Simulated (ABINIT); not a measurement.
# Quasiparticle gap of KBr (Fm-3m) in ABINIT, part 2 of 3

Wanted: ground state, empty states, screening and self-energy for KBr (Fm-3m).

ABINIT 10.8.3; PBE and many-body steps on it, plane waves. Known limits of the many-body steps: not at the basis limit; no spin-orbit coupling.

So far. Step 2 (Ground state): The gap is direct, at Γ.

### 3. Bands along the symmetry lines

Level of this step: DFT, PBE, plane waves, norm-conserving pseudopotentials (ABINIT).

The cheap functional maps the bands first; the places of the edges decide which points the dearer methods must see.

run.abi reads:

```
acell 3*1.0 Angstrom
rprim 
  0.000000000000 3.300000000000 3.300000000000
  3.300000000000 0.000000000000 3.300000000000
  3.300000000000 3.300000000000 0.000000000000
ntypat 2
znucl 19 35
natom 2
typat 1 2
xred 
  0.000000000000 0.000000000000 0.000000000000
  0.500000000000 0.500000000000 0.500000000000
pp_dirpath "pseudos"
pseudos "K.upf, Br.upf"
ecut 33
iscf -2
irdden 1
kptopt 0
nkpt 50
kpt 
  0.00000000 0.00000000 0.00000000
  0.06250000 0.00000000 0.06250000
  0.12500000 0.00000000 0.12500000
  0.18750000 0.00000000 0.18750000
  0.25000000 0.00000000 0.25000000
  0.31250000 0.00000000 0.31250000
  0.37500000 0.00000000 0.37500000
  0.43750000 0.00000000 0.43750000
  0.50000000 0.00000000 0.50000000
  0.51562500 0.03125000 0.51562500
  0.53125000 0.06250000 0.53125000
  0.54687500 0.09375000 0.54687500
  0.56250000 0.12500000 0.56250000
  0.57812500 0.15625000 0.57812500
  0.59375000 0.18750000 0.59375000
  0.60937500 0.21875000 0.60937500
  0.62500000 0.25000000 0.62500000
  0.37500000 0.37500000 0.75000000
  0.32812500 0.32812500 0.65625000
  0.28125000 0.28125000 0.56250000
  0.23437500 0.23437500 0.46875000
  0.18750000 0.18750000 0.37500000
  0.14062500 0.14062500 0.28125000
  0.09375000 0.09375000 0.18750000
  0.04687500 0.04687500 0.09375000
  0.00000000 0.00000000 0.00000000
  0.06250000 0.06250000 0.06250000
  0.12500000 0.12500000 0.12500000
  0.18750000 0.18750000 0.18750000
  0.25000000 0.25000000 0.25000000
  0.31250000 0.31250000 0.31250000
  0.37500000 0.37500000 0.37500000
  0.43750000 0.43750000 0.43750000
  0.50000000 0.50000000 0.50000000
  0.50000000 0.46875000 0.53125000
  0.50000000 0.43750000 0.56250000
  0.50000000 0.40625000 0.59375000
  0.50000000 0.37500000 0.62500000
  0.50000000 0.34375000 0.65625000
  0.50000000 0.31250000 0.68750000
  0.50000000 0.28125000 0.71875000
  0.50000000 0.25000000 0.75000000
  0.50000000 0.21875000 0.71875000
  0.50000000 0.18750000 0.68750000
  0.50000000 0.15625000 0.65625000
  0.50000000 0.12500000 0.62500000
  0.50000000 0.09375000 0.59375000
  0.50000000 0.06250000 0.56250000
  0.50000000 0.03125000 0.53125000
  0.50000000 0.00000000 0.50000000
istwfk *1
nband 15
nbdbuf 2
tolwfr 1e-08
nstep 40
prtwf 0
prtvol 0
indata_prefix "in"
outdata_prefix "out"
tmpdata_prefix "tmp"
```

Launch:

```sh
$ OMP_NUM_THREADS=1 mpirun -n 8 abinit run.abi > log
```

Numbers of over 12 decimals in the logs are rounded to 6 here.

Output:

```text
.Version 10.8.3 of ABINIT. v10.8.2 released Aug 2026.

 Symmetries : space group Fm -3 m (#225); Bravais cF (face-center cubic)
[... echo of the input left out ...]
== DATASET  1 ==================================================================
-   mpi_nproc: 8, omp_nthreads: 1 (-1 if OMP is not activated)

--- !DatasetInfo
iteration_state: {dtset: 1, }
dimensions: {natom: 2, nkpt: 50, mband: 15, nsppol: 1, nspinor: 1, nspden: 1, mpw: 4477, }
cutoff_energies: {ecut:  33.0, pawecutdg:  -1.0, }
electrons: {nelect:   1.60000000E+01, charge:   0.00000000E+00, occopt:   1.00000000E+00, tsmear:   1.00000000E-02, }

 Real(R)+Recip(G) space primitive vectors, cartesian coordinates (Bohr,Bohr^-1):
 R(1)=  0.0000000  6.2360962  6.2360962  G(1)= -0.0801784  0.0801784  0.0801784
 R(2)=  6.2360962  0.0000000  6.2360962  G(2)=  0.0801784 -0.0801784  0.0801784
 R(3)=  6.2360962  6.2360962  0.0000000  G(3)=  0.0801784  0.0801784 -0.0801784
 Unit cell volume ucvol=  4.8502979E+02 bohr^3
 Angles (23,13,12)=  6.00000000E+01  6.00000000E+01  6.00000000E+01 degrees

 getcut: wavevector=  0.0000  0.0000  0.0000  ngfft=  48  48  48
         ecut(hartree)=     33.000   => boxcut(ratio)=   2.10471

--- Pseudopotential description ------------------------------------------------
- K Generated using ONCVPSP code by D. R. Hamann
- 19.00000   9.00000  171031                  znucl, zion, pspdat
12 -101130 2 -1 2222                          pspcod,pspxc,lmax,lloc,mmax
     nproj     2     2     2
  pspatm : epsatm=    8.42413758
         --- l  ekb(1:nproj) -->
             0   10.871123    0.806704
             1    4.379001    0.553647
             2   -3.405842   -1.029115
 pspatm: atomic psp has been read  and splines computed

- Br Generated using ONCVPSP code by D. R. Hamann
- 35.00000   7.00000  171031                  znucl, zion, pspdat
12 -101130 2 -1 1098                          pspcod,pspxc,lmax,lloc,mmax
     nproj     2     2     2
  pspatm : epsatm=   11.64859065
         --- l  ekb(1:nproj) -->
[...]
pspatm: atomic psp has been read  and splines computed

--------------------------------------------------------------------------------

================================================================================
 prteigrs : about to open file out_EIG
 Non-SCF case, kpt    1 (  0.00000  0.00000  0.00000), residuals and eigenvalues=
  3.99E-09  7.97E-09  2.33E-09  3.70E-09  8.22E-09  3.70E-09  5.31E-09  6.01E-09
  5.68E-09  4.22E-09  6.53E-09  8.10E-09  3.46E-09  7.47E-09  2.30E-08
 -1.0212E+00 -4.5217E-01 -4.1398E-01 -4.1398E-01 -4.1398E-01 -3.5263E-04
 -3.5263E-04 -3.5263E-04  1.6266E-01  2.7924E-01  2.7924E-01  2.7924E-01
[...]
Non-SCF case, kpt    2 (  0.06250  0.00000  0.06250), residuals and eigenvalues=
  7.31E-09  2.21E-09  3.06E-09  8.49E-09  3.73E-09  5.15E-09  2.93E-09  7.07E-09
[...]
2.69E-09  3.86E-09  4.71E-09  5.47E-09  4.86E-09  4.97E-09  4.35E-09  7.71E-09
  9.78E-09  8.46E-09  5.05E-09  5.72E-09  5.43E-09  6.40E-09  4.33E-07
[...]
Non-SCF case, kpt   49 (  0.50000  0.03125  0.53125), residuals and eigenvalues=
[...]
Non-SCF case, kpt   50 (  0.50000  0.00000  0.50000), residuals and eigenvalues=
[...]
-1.0209E+00 -4.4859E-01 -4.1730E-01 -4.1530E-01 -4.1530E-01 -3.0181E-02
 -1.0823E-02 -1.0823E-02  2.1537E-01  2.6434E-01  3.4341E-01  3.4894E-01
[...]
--- !ResultsGS
iteration_state: {dtset: 1, }
comment   : Summary of ground state results
lattice_vectors:
- [  0.0000000,   6.2360962,   6.2360962, ]
- [  6.2360962,   0.0000000,   6.2360962, ]
- [  6.2360962,   6.2360962,   0.0000000, ]
lattice_lengths: [   8.81917,    8.81917,    8.81917, ]
lattice_angles: [ 60.000,  60.000,  60.000, ] # degrees, (23, 13, 12)
lattice_volume:   4.8502979E+02
convergence: {deltae:  0.000E+00, res2:  0.000E+00, residm:  9.978E-09, diffor:  0.000E+00, }
etotal    :  -4.59180654E+01
entropy   :   0.00000000E+00
fermie    :  -3.52625943E-04
cartesian_stress_tensor: null
pressure_GPa: null
xred      :
- [  0.0000E+00,   0.0000E+00,   0.0000E+00,  K]
- [  5.0000E-01,   5.0000E-01,   5.0000E-01, Br]
cartesian_forces: null
force_length_stats: {min: null, max: null, mean: null, }

 Integrated electronic density in atomic spheres:
 ------------------------------------------------
 Atom  Sphere_radius  Integrated_density
[...]
================================================================================

 ----iterations are completed or convergence reached----

 Mean square residual over all n,k,spin=   61.973E-10; max=  99.776E-10
 reduced coordinates (array xred) for    2 atoms
       0.000000000000      0.000000000000      0.000000000000
       0.500000000000      0.500000000000      0.500000000000

 cartesian coordinates (angstrom) at end:
    1      0.000000     0.000000     0.000000
    2      3.300000     3.300000     3.300000
 length scales=  1.889726125908  1.889726125908  1.889726125908 bohr
              =  1.000000000000  1.000000000000  1.000000000000 angstroms
 prteigrs : about to open file out_EIG
 Eigenvalues (hartree) for nkpt=  50  k points:
 kpt#   1, nband= 15, wtk=  1.00000, kpt=  0.0000  0.0000  0.0000 (reduced coord)
[...]
kpt#   2, nband= 15, wtk=  1.00000, kpt=  0.0625  0.0000  0.0625 (reduced coord)
[...]
kpt#   3, nband= 15, wtk=  1.00000, kpt=  0.1250  0.0000  0.1250 (reduced coord)
[...]
kpt#  49, nband= 15, wtk=  1.00000, kpt=  0.5000  0.0313  0.5313 (reduced coord)
  -1.02093   -0.44874   -0.41728   -0.41532   -0.41510   -0.03004   -0.01119   -0.01107
   0.21637    0.26555    0.34414    0.34666    0.35382    0.39343    0.39460
 kpt#  50, nband= 15, wtk=  1.00000, kpt=  0.5000  0.0000  0.5000 (reduced coord)
  -1.02093   -0.44859   -0.41730   -0.41530   -0.41530   -0.03018   -0.01082   -0.01082
   0.21537    0.26434    0.34341    0.34894    0.35447    0.39339    0.39339

== END DATASET(S) ==============================================================
================================================================================

 -outvars: echo values of variables after computation  --------
            nband          15
             nkpt          50
          spgroup         225
 [... the other variables as echoed above ...]

 Calculation completed.
```

The job ended after 13 s (8 MPI ranks of Arm Neoverse V2, shared host; peak memory 0.56 GiB; 1.7 min of CPU time).

Numbers from this step:

```
gap                        : 4.436 eV
k of the valence top       : 0, 0, 0
k of the conduction bottom : 0, 0, 0
least direct gap           : 4.436 eV
```

The gap is 4.436 eV, as in the run before at this level.

The electronic bands at the labelled points (eV, zero at the top of the highest filled band; v1 is the highest filled band, c1 the lowest empty one):

| point | v4 | v3 | v2 | v1 | c1 | c2 | c3 | c4 |
| --- | --- | --- | --- | --- | --- | --- | --- | --- |
| Γ | -11.26 | 0.00 | 0.00 | 0.00 | 4.44 | 7.61 | 7.61 | 7.61 |
| halfway | -11.17 | -0.71 | -0.16 | -0.16 | 5.90 | 6.54 | 8.84 | 9.04 |
| X | -11.29 | -0.81 | -0.28 | -0.28 | 5.87 | 7.20 | 9.35 | 9.50 |
| halfway | -11.26 | -0.78 | -0.40 | -0.30 | 6.08 | 7.46 | 9.12 | 9.51 |
| U | -11.18 | -0.69 | -0.64 | -0.33 | 6.59 | 8.16 | 8.46 | 9.16 |
| jump to K | -11.18 | -0.69 | -0.64 | -0.33 | 6.59 | 8.16 | 8.46 | 9.16 |
| halfway | -11.10 | -0.78 | -0.24 | -0.24 | 6.16 | 7.28 | 8.38 | 8.88 |
| Γ | -11.26 | 0.00 | 0.00 | 0.00 | 4.44 | 7.61 | 7.61 | 7.61 |
| halfway | -11.12 | -0.67 | -0.17 | -0.17 | 5.69 | 7.49 | 8.31 | 8.31 |
| L | -11.01 | -1.18 | -0.33 | -0.33 | 6.59 | 8.23 | 9.74 | 9.74 |
| halfway | -11.09 | -0.96 | -0.47 | -0.36 | 7.02 | 7.80 | 8.89 | 9.31 |
| W | -11.16 | -0.59 | -0.59 | -0.54 | 7.39 | 7.39 | 8.26 | 8.99 |
| halfway | -11.22 | -0.75 | -0.41 | -0.38 | 6.29 | 7.66 | 8.73 | 9.39 |
| X | -11.29 | -0.81 | -0.28 | -0.28 | 5.87 | 7.20 | 9.35 | 9.50 |

The electronic bands as a text plot (rows in eV, shown from -8.0 to 8.4 only):

```
    8.1 |+ ++            +++    +++++ ++ ++++  ++++++++  ++++
    7.4 |++++      ++++++   +++++++++++++++++++        +++++ ++++
    6.7 |    ++++++      +++  ++               ++++++++     +
    6.0 |     +++++++++++       +            ++              ++++
    5.3 |    +                   ++        ++
    4.7 |++++                      ++++++++
    4.0 |
    3.3 |
    2.6 |
    1.9 |
    1.2 |
    0.6 |
   -0.1 |************************************************    ****
   -0.8 |    **********************         *****   *************
   -1.5 |                                        ***
   -2.2 |
   -2.9 |
   -3.6 |
   -4.2 |
   -4.9 |
   -5.6 |
   -6.3 |
   -7.0 |
   -7.7 |
         Γ           X  U|K            Γ         L        W     X
```

### 4. Empty states on the mesh, 4×4×4 mesh, 397 bands

The sums over transitions need many empty states on a uniform mesh; this step solves for them.

run.abi reads:

```
acell 3*1.0 Angstrom
rprim 
  0.000000000000 3.300000000000 3.300000000000
  3.300000000000 0.000000000000 3.300000000000
  3.300000000000 3.300000000000 0.000000000000
ntypat 2
znucl 19 35
natom 2
typat 1 2
xred 
  0.000000000000 0.000000000000 0.000000000000
  0.500000000000 0.500000000000 0.500000000000
pp_dirpath "pseudos"
pseudos "K.upf, Br.upf"
ecut 33
ngkpt 4 4 4
nshiftk 1
shiftk 0 0 0
kptopt 1
chksymbreak 0
irdden 1
istwfk *1
nband 397
prtvol 0
optdriver 6
gwr_task "HDIAGO"
paral_kgb 0
occopt 1
indata_prefix "in"
outdata_prefix "out"
tmpdata_prefix "tmp"
```

Output:

```text
[banner, memory and clock lines left out]
.Version 10.8.3 of ABINIT. v10.8.2 released Aug 2026.

 Symmetries : space group Fm -3 m (#225); Bravais cF (face-center cubic)
[... echo of the input left out ...]
== DATASET  1 ==================================================================
-   mpi_nproc: 8, omp_nthreads: 1 (-1 if OMP is not activated)

--- !DatasetInfo
iteration_state: {dtset: 1, }
dimensions: {natom: 2, nkpt: 8, mband: 397, nsppol: 1, nspinor: 1, nspden: 1, mpw: 4477, }
cutoff_energies: {ecut:  33.0, pawecutdg:  -1.0, }
electrons: {nelect:   1.60000000E+01, charge:   0.00000000E+00, occopt:   1.00000000E+00, tsmear:   1.00000000E-02, }

.Using double precision arithmetic; gwpc =  8

- Reading GS density from: in_DEN

--- Pseudopotential description ------------------------------------------------
- K Generated using ONCVPSP code by D. R. Hamann
- 19.00000   9.00000  171031                  znucl, zion, pspdat
12 -101130 2 -1 2222                          pspcod,pspxc,lmax,lloc,mmax
     nproj     2     2     2
  pspatm : epsatm=    8.42413758
         --- l  ekb(1:nproj) -->
             0   10.871123    0.806704
             1    4.379001    0.553647
             2   -3.405842   -1.029115
 pspatm: atomic psp has been read  and splines computed

- Br Generated using ONCVPSP code by D. R. Hamann
- 35.00000   7.00000  171031                  znucl, zion, pspdat
12 -101130 2 -1 1098                          pspcod,pspxc,lmax,lloc,mmax
     nproj     2     2     2
  pspatm : epsatm=   11.64859065
         --- l  ekb(1:nproj) -->
             0    8.455549    0.878460
             1    5.292495    0.880691
             2    2.589748    0.385882
 pspatm: atomic psp has been read  and splines computed

   3.21163652E+02                                ecore*ucvol(ha*bohr**3)

 Total charge density [el/Bohr^3]
)     Maximum=    5.5720E-01  at reduced coord.    0.0833    0.9167    0.9583
)     Minimum=    7.1972E-04  at reduced coord.    0.5000    0.5000    0.5000
   Integrated=    1.6000E+01

 === KS gaps after direct diagonalization ===
 Direct band gap semiconductor
 Fundamental gap:     4.436 (eV)
   VBM:    -0.010 (eV) at k: [ 0.0000E+00,  0.0000E+00,  0.0000E+00]
   CBM:     4.426 (eV) at k: [ 0.0000E+00,  0.0000E+00,  0.0000E+00]
 Direct gap:         4.436 (eV) at k: [ 0.0000E+00,  0.0000E+00,  0.0000E+00]

== END DATASET(S) ==============================================================

 -outvars: echo values of variables after computation  --------
           etotal      0.0000000000E+00
            nband         397
             nkpt           8
          spgroup         225
 [... the other variables as echoed above ...]

 Calculation completed.
```

Wall time 61 s (8 MPI ranks); peak memory 8.8 GiB; 8.1 min of CPU time.

Numbers from this step:

```
gap                                                           : 4.436 eV
k of the valence top                                          : 0, 0, 0
k of the conduction bottom                                    : 0, 0, 0
least direct gap                                              : 4.436 eV
k points computed                                             : 8
lowest point of the top converged band, above the valence top : 169.7393 eV
```

On this mesh the gap is 4.436 eV.

### 5. Screening, 4×4×4 mesh, 389 bands, screening to 228.6 eV

The RPA dielectric matrix is built and inverted for each q.

This step: RPA screening on PBE, plane waves, norm-conserving pseudopotentials.

run.abi, as its differences from that of step 4:

```diff
@@ -20,10 +20,11 @@
 chksymbreak 0
-irdden 1
 istwfk *1
-nband 397
-prtvol 0
-optdriver 6
-gwr_task "HDIAGO"
-paral_kgb 0
 occopt 1
+irdwfk 1
+optdriver 3
+nband 389
+ecuteps 8.4
+inclvkb 2
+awtr 1
+symchi 1
 indata_prefix "in"
```

Output:

```text
.Version 10.8.3 of ABINIT. v10.8.2 released Aug 2026.

 Symmetries : space group Fm -3 m (#225); Bravais cF (face-center cubic)
[... echo of the input left out ...]
== DATASET  1 ==================================================================
-   mpi_nproc: 8, omp_nthreads: 1 (-1 if OMP is not activated)

--- !DatasetInfo
iteration_state: {dtset: 1, }
dimensions: {natom: 2, nkpt: 8, mband: 389, nsppol: 1, nspinor: 1, nspden: 1, mpw: 4477, }
cutoff_energies: {ecut:  33.0, pawecutdg:  -1.0, }
electrons: {nelect:   1.60000000E+01, charge:   0.00000000E+00, occopt:   1.00000000E+00, tsmear:   1.00000000E-02, }

 SCREENING: Calculation of the susceptibility and dielectric matrices

 Based on a program developped by R.W. Godby, V. Olevano, G. Onida, and L. Reining.
 Incorporated in ABINIT by V. Olevano, G.-M. Rignanese, and M. Torrent.
.Using double precision arithmetic ; gwpc =  8

[... cell and pseudopotentials left out ...]
--------------------------------------------------------------------------------

 ==== K-mesh for the wavefunctions ====
 Number of points in the irreducible wedge :     8
[... list of points left out ...]
 Together with 48 symmetry operations and time-reversal symmetry
 yields    64 points in the full Brillouin Zone.

 ==== Q-mesh for the screening function ====
 Number of points in the irreducible wedge :     8
[... list of points left out ...]
 Together with 48 symmetry operations and time-reversal symmetry
 yields    64 points in the full Brillouin Zone.

 setmesh: FFT mesh size selected  =    36x   36x   36
          total number of points  =        46656

 vcoul_init : cutoff-mode = AUXILIARY_FUNCTION
 q-points for optical limit:   1
     1)      0.000010    0.000020    0.000030

- screening: taking advantage of time-reversal symmetry
- Maximum band index for partially occupied states nbvw = 8
- Remaining bands to be divided among processors   nbcw = 381
- Number of bands treated by each node ~47

 Number of electrons calculated from density =   16.0000; Expected =   16.0000
 average of density, n =  0.032988
 r_s =    1.9343
 omega_plasma =   17.5199 [eV]

 calculating chi0 at frequencies [eV] :
  1    0.000000E+00    0.000000E+00
  2    0.000000E+00    1.751989E+01

--------------------------------------------------------------------------------
  q-point number  1        q = ( 0.000000, 0.000000, 0.000000) [r.l.u.]
--------------------------------------------------------------------------------
[... chi0 elements left out ...]
 For q-point:  0.000010 0.000020 0.000030
  dielectric constant =   2.3739
  dielectric constant without local fields =   2.8542

  Average fulfillment of the sum rule on Im[epsilon] for q-point    1 :     90.54  [%]
[... wings left out ...]
  q-point number  2        q = ( 0.250000, 0.000000, 0.000000) [r.l.u.]
--------------------------------------------------------------------------------
[... chi0 elements left out ...]
  Average fulfillment of the sum rule on Im[epsilon] for q-point    2 :     92.63  [%]

 [... 6 further q-points ...]
```

Run time: 96 s. Hardware: 8 MPI ranks; peak memory 3.8 GiB; 13 min of CPU time.

Numbers from this step:

```yaml
eps_infinity_with_local_fields_on_this_mesh_along_the_program_s_q_direction: 2.374
the_same_without_local_fields: 2.854
plasma_frequency: 17.52 eV
plane_waves_in_the_screening_matrix: 537
```

Local fields lower ε∞ by 17 %.

[end of part 2 of 3]

[Paths, hosts, dates, memory and timing lines, banners, echoed tables and standing remarks are left out of the program output.]

[Logs are printed without paths, hosts, clocks, repeated set-up lines and the standing remarks that a program may print on its own settings, such as how far it seeks lower states.]

[Runs of the session that timed out or met a known fault of the program may be left out.]

[Hosts, paths, dates, database ids (printed as entryN), source tags and the programs' standing remarks are cut or masked in the printed files.]

[G0W0 gaps are taken among the corrected bands and points alone; a level outside them can change the order at an edge.]

[Where Ansatz stands beside ABINIT at settings called matched, ABINIT's density can come from a denser mesh and the files from another edition; pairs whose starting gaps differed by over 0.03 eV were left out, so agreement reads better than it is.]
